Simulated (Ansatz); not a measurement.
**Relaxing (13,0) blue phosphorene nanotube (52 atoms)**

Wanted: the relaxed structure of (13,0) blue phosphorene nanotube (52 atoms) and its electronic structure.

Calculated with Ansatz 0.2.0; Kohn-Sham DFT, LDA, PAW (set soft_2), plane waves.

### Step 1. Set-up

The cell holds 52 atoms: 52 P. Its edges and angles: a = 23.813 Å, b = 23.705 Å, c = 5.681 Å, α = 90.0°, β = 90.0°, γ = 90.0°. It derives from P (blue phosphorene). Blue phosphorene sheet (a = 3.28 Å) rolled into a (13,0) tube of diameter 13.57 Å, 1 period, 9 Å of vacuum; not relaxed, displaced by a Gaussian of 0.02 Å. Vacuum lies along a and b. The structure repeats along c.

Limits known from the start: The cell is under 6 Å thick along one periodic direction, so every atom has periodic images of itself close by, which move with it and show among its neighbours and in g(r).

### Step 2. Single point at the start

The forces at the start show how far the geometry lies from a minimum of this functional.

File input.yaml:

```yaml
crystal:
  lattice:
    - [23.81273, 0.0, 0.0]
    - [0.0, 23.70473, 0.0]
    - [0.0, 0.0, 5.68113]
  atoms:
    - { symbol: P, position: [0.80993, 0.49975, 0.33109] }
    - { symbol: P, position: [0.75073, 0.56272, 0.16921] }
    - { symbol: P, position: [0.77582, 0.64373, 0.33629] }
    - { symbol: P, position: [0.69352, 0.67339, 0.16515] }
    [... 42 atom lines left out ...]
    - { symbol: P, position: [0.77666, 0.35351, 0.33279] }
    - { symbol: P, position: [0.75154, 0.43506, 0.1622] }
    - { symbol: P, position: [0.73284, 0.29292, 0.83319] }
    - { symbol: P, position: [0.73052, 0.37941, 0.66383] }
    - { symbol: P, position: [0.80123, 0.42492, 0.82948] }
    - { symbol: P, position: [0.7591, 0.49959, 0.6715] }
kpoints:
  mp_grid: { grid: [1, 1, 3] }
hamiltonian:
  xc: lda
scf:
  occupations: { method: gaussian, width: 0.025 }
output:
  forces: true
```

On the command line:

```
> ansatz run input.yaml --threads 4 --pin off --max-ram 8192MiB --backend cpu --events-out ev --progress --plain --runs-dir out
```

It took 38 s on 4 threads of Arm Neoverse V1, shared host; peak memory 4.2 GiB.

Numbers from this run:

```yaml
free_energy: -37741.4688 eV
free_energy_per_atom: -725.7975 eV/atom
scf_cycles: 11
r_m_s_force_component: 0.2853 eV/Å
longest_force: 0.8772 eV/Å
fermi_energy: -1.397 eV
```

The r.m.s. force component of 0.29 eV/Å sets the starting point.

Length of the force by element:

```tsv
element	coordination	atoms	mean length of the force (eV/Å)	spread	least	most
P	all	52	0.465	0.168	0.107	0.877
```

### Step 3. Relaxation

With the cell held, the atoms are moved downhill towards a nearby minimum.

Edit input.yaml of step 2 so:

```diff
@@ -15 +15,4 @@
   forces: true
+relax:
+  f_tol: 0.05
+  max_steps: 85
```

Elapsed: 1.9 min, on 4 threads; peak memory 4.2 GiB; 7.5 min of CPU time.

The steps of the relaxation:

```tsv
step	energy less that of the first step (eV)	largest force component (eV/Å)
1	0.0000	0.7007
2	-0.2800	0.3003
3	-0.3749	0.0458
4	-0.3749	0.0457
```

The atoms that moved most (Å):

```tsv
atom	dx	dy	dz	length
P25	0.087	-0.058	-0.033	0.110
P40	0.000	0.101	-0.007	0.101
P9	-0.048	-0.082	0.034	0.101
P26	0.100	-0.008	-0.012	0.101
P37	0.048	0.076	-0.020	0.092
P16	0.042	-0.078	-0.020	0.091
P44	-0.079	0.040	0.018	0.091
P43	-0.032	0.068	0.043	0.087
```

The relaxation changed the energy by -7.21 meV/atom, and atoms moved by 0.066 Å r.m.s., 0.11 Å at most.

### Step 4. Structure statistics after relaxation

Bonds before and after, by the cutoffs listed below:

```tsv
pair	bonds before	bonds after	mean before (Å)	mean after (Å)	spread before (Å)	spread after (Å)
P-P	78	78	2.254	2.250	0.028	0.001
```

Normalised to the volume that the atoms fill. Pair distribution function in bins of 0.1 Å:

```tsv
r (Å)	total
2.15	0.00
2.25	14.30
2.35	0.00
2.45	0.00
2.55	0.00
2.65	0.00
2.75	0.00
2.85	0.00
2.95	2.82
3.05	0.00
3.15	2.48
3.25	2.23
3.35	4.32
3.45	0.00
3.55	1.94
3.65	0.00
3.75	0.00
3.85	0.00
3.95	4.53
4.05	0.11
4.15	0.00
4.25	0.00
4.35	0.00
4.45	0.00
4.55	0.00
4.65	0.00
4.75	0.00
4.85	0.00
4.95	0.26
5.05	1.65
5.15	5.47
5.25	0.00
5.35	0.00
5.45	0.00
5.55	0.00
5.65	2.24
5.75	0.00
5.85	0.00
5.95	1.37
6.05	0.00
6.15	0.00
6.25	0.00
6.35	1.19
6.45	0.00
```

Bonds by pair of elements; cutoffs follow the first minimum of g(r), held within bounds set by covalent radii, and pairs that aren't listed don't count as bonded:

```tsv
pair A-B	cutoff (Å)	bonds	mean length (Å)	spread (Å)	shortest (Å)	B about A	A about B
P-P	2.68	78	2.25	0.001	2.25	3	3
```

How many atoms have how many bonded neighbours:

```tsv
element	mean	3
P	3	52
```

Bond angles (no mean is given where the spread exceeds 20°):

```tsv
angle	count	mean (°)	spread (°)
P-P-P	156	92.9	6.7
```

With the cutoffs above, all P atoms have 3 bonded neighbours. The P-P-P angle averages 93° with a spread of 7°.

### Step 5. Single point at the relaxed geometry

The electronic structure is read at the final geometry, in a run of its own.

File input.yaml:

```yaml
crystal:
  lattice:
    - [23.81273, 0.0, 0.0]
    - [0.0, 23.70473, 0.0]
    - [0.0, 0.0, 5.68113]
  atoms:
    - { symbol: P, position: [0.80813, 0.49959, 0.33519] }
    - { symbol: P, position: [0.74881, 0.56116, 0.16522] }
    - { symbol: P, position: [0.77301, 0.64338, 0.33426] }
    - { symbol: P, position: [0.69203, 0.67059, 0.1651] }
    [... 42 atom lines left out ...]
    - { symbol: P, position: [0.77378, 0.35503, 0.33441] }
    - { symbol: P, position: [0.74941, 0.43735, 0.16574] }
    - { symbol: P, position: [0.73139, 0.29381, 0.83475] }
    - { symbol: P, position: [0.728, 0.37947, 0.66551] }
    - { symbol: P, position: [0.80002, 0.42543, 0.83492] }
    - { symbol: P, position: [0.75647, 0.49937, 0.66696] }
kpoints:
  mp_grid: { grid: [1, 1, 3] }
hamiltonian:
  xc: lda
scf:
  occupations: { method: gaussian, width: 0.025 }
output:
  forces: true
  populations: true
  dos:
    method: { smearing: { sigma: 0.15 } }
    de: 0.1
    projected: { site_lists: { P: [P] } }
  eigenvalues: true
  write_density: true
  write_potential: true
  volumetric_format: npy
  elf: true
```

The job ended after 81 s (4 threads; peak memory 4.3 GiB).

The program notes that the exchange-correlation potential is rough where the density is thin.

Read from the output:

```
free energy                                      : -37741.8438 eV
free energy per atom                             : -725.8047 eV/atom
SCF cycles                                       : 11
r.m.s. force component                           : 0.01525 eV/Å
longest force                                    : 0.04683 eV/Å
Fermi energy                                     : -1.393 eV
gap (highest filled to lowest empty level) : 1.6 eV
spilling of the projection                       : 0.01732
```

The mean of these charges, 0.087 e, is only the charge that the projection spills.

Löwdin charges by element (they lack the spilled electrons, 0.087 e an atom on average):

```tsv
element	coordination	atoms	mean charge (e)	spread	least	most
P	all	52	0.0866	0.0135	0.0721	0.101
```

States in the cell by windows of 0.5 eV, zero at the Fermi level; the larger projections on atomic orbitals stand beside the total:

```tsv
from (eV)	to (eV)	total	P p	P s
-10	-9.5	5.8	2.6	3.2
-9.5	-9	4.8	1.9	2.9
-9	-8.5	5.9	2.0	3.8
-8.5	-8	7.9	2.5	5.2
-8	-7.5	6.3	2.3	3.9
-7.5	-7	12.7	4.6	8.0
-7	-6.5	1.3	1.1	0.2
-6.5	-6	3.2	3.1	0.1
-6	-5.5	1.7	1.6	0.1
-5.5	-5	23.2	20.3	2.3
-5	-4.5	13.3	10.7	2.4
-4.5	-4	14.1	12.1	1.6
-4	-3.5	16.2	14.2	1.6
-3.5	-3	12.2	11.0	0.9
-3	-2.5	11.8	10.9	0.6
-2.5	-2	10.0	8.3	1.5
-2	-1.5	18.5	15.0	3.1
-1.5	-1	25.4	21.1	3.9
-1	-0.5	5.1	4.2	0.8
-0.5	0.5	0.0	0.0	0.0
0.5	1	6.9	4.9	1.0
1	1.5	12.6	9.6	1.4
1.5	2	14.1	11.1	1.1
2	2.5	21.5	17.9	1.4
2.5	3	23.5	16.9	1.8
```

Between -16 and -10 eV lie 60 more states.

The levels nearest the highest filled one (over half full), pooled over k-points and spins:

```tsv
level less the highest filled one (eV)	occupation
-0.188	2
-0.185	2
-0.0599	2
-0.0568	2
-0.0013	2
0	2
1.60	0
1.60	0
1.61	0
1.61	0
1.77	0
1.85	0
```

Löwdin charges run from +0.07 to +0.10 e, about a mean that is the spilled charge alone. The largest share in the top eV of filled states is P p (84 % of the projected weight), and in the lowest eV of empty states P p (87 % of the projected weight).

### Step 6. Outcome

```yaml
energy_change_in_the_relaxation: -7.211 meV/atom
r_m_s_displacement: 0.066 Å
largest_displacement: 0.11 Å
free_energy_per_atom: -725.8047 eV/atom
r_m_s_force_component: 0.01525 eV/Å
spacing_of_highest_filled_and_lowest_empty_level: 1.6 eV
wall_time_of_the_3_dft_runs: 3.9 min
```

Relaxation lowers the energy by 7.21 meV/atom and moves atoms by 0.066 Å r.m.s.; the r.m.s. force component goes from 0.29 to 0.015 eV/Å. By the final cutoffs no bond was broken or made. First to last step the energy falls by 0.375 eV; the largest move, 0.11 Å, is that of P25. The P-P bonds go from 2.254 Å (spread 0.028) to 2.250 Å (spread 0.001). With the cutoffs above, all P atoms have 3 bonded neighbours. Between filled and empty levels lie 1.60 eV on the run's k-points; the mesh holds the band edges only if they fold onto it, so the gap at this level can be narrower or closed, while local or semilocal functionals tend to narrow gaps against experiment.

[Logs are printed without paths, hosts, clocks, repeated set-up lines and the standing remarks that a program may print on its own settings, such as how far it seeks lower states.]

[Hosts, paths, dates, database ids (printed as entryN), source tags and the programs' standing remarks are cut or masked in the printed files.]
